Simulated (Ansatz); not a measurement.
**What do other settings change for (9,9) carbon nanotube bundle (108 atoms)?**

The cell holds 108 atoms: 108 C. Its edges and angles: a = 15.506 Å, b = 15.506 Å, c = 7.380 Å, α = 90.0°, β = 90.0°, γ = 120.0°. It derives from C (graphene). Graphene sheet (a = 2.46 Å) rolled into a (9,9) tube of diameter 12.21 Å, 3 periods, hexagonal bundle with 3.3 Å between walls; not relaxed, displaced by a Gaussian of 0.02 Å.

Geometry: as built.

Reference run: Kohn-Sham DFT, PBE+D3(BJ), PAW (set soft_2), plane waves (Ansatz 0.2.0), cutoff 750 eV, k-mesh 1×1×2, gaussian smearing of 0.05 eV.

```
r.m.s. force component : 1.089 eV/Å
SCF cycles             : 10
time                   : 40 s on 8 threads of Arm Neoverse V1, shared host
```

Q: Estimate how much each variant changes the results, and its time and memory.
- support functions medium
- support functions low
- support functions high
- support functions medium, radius 3.42 Å
- support functions medium, radius 3.7 Å
- support functions medium, radius 3.94 Å
- support functions medium, radius 4.23 Å
- support functions medium, radius 4.75 Å
- support functions medium, radius 5.28 Å

Differences are against the run with plane waves at 750 eV (Kohn-Sham DFT, PBE+D3(BJ), PAW (set soft_2), plane waves), whose r.m.s. force component is 1.09 eV/Å. Energies are set beside the reference only for runs with its functional, potentials and electron count. Times are for 8 threads of Arm Neoverse V1, shared host.

```csv
run,"Δ force, r.m.s. (meV/Å)",share of r.m.s. force (%),Δ energy (meV/atom),cycles,time,host memory (GiB)
reference,-,-,-,10,40 s,11
support functions medium,0.344,0.0316,-0.0851,12,71 s,3.5
support functions low,0.356,0.0327,-0.0853,11,62 s,3.4
support functions high,0.094,0.0087,-0.0759,15,3.8 min,6.2
"support functions medium, radius 3.42 Å",0.353,0.0324,-0.0849,12,66 s,3.4
"support functions medium, radius 3.7 Å",0.321,0.0295,-0.0851,12,73 s,3.6
"support functions medium, radius 3.94 Å",0.311,0.0286,-0.0849,12,86 s,3.9
"support functions medium, radius 4.23 Å",0.301,0.0276,-0.0846,12,1.9 min,4.3
"support functions medium, radius 4.75 Å",0.301,0.0276,-0.0849,12,2.7 min,5.1
"support functions medium, radius 5.28 Å",0.301,0.0276,-0.0849,12,4 min,6.1
```

Among numerical settings the force difference runs from 0.094 meV/Å (support functions high) to 0.36 meV/Å (support functions low). At 108 atoms the fastest of the runs at a preset level, support functions low, takes 1.5 times the time of plane waves, in 11 SCF cycles against 10. Differences between support functions and plane waves include what basis error the plane-wave run still has. As the radius goes from 3.42 to 5.28 Å, the force difference goes from 0.35 to 0.30 meV/Å, and the time from 66 s to 4 min. 

[Logs are printed without paths, hosts, clocks, repeated set-up lines and the standing remarks that a program may print on its own settings, such as how far it seeks lower states.]

[Hosts, paths, dates, database ids (printed as entryN), source tags and the programs' standing remarks are cut or masked in the printed files.]
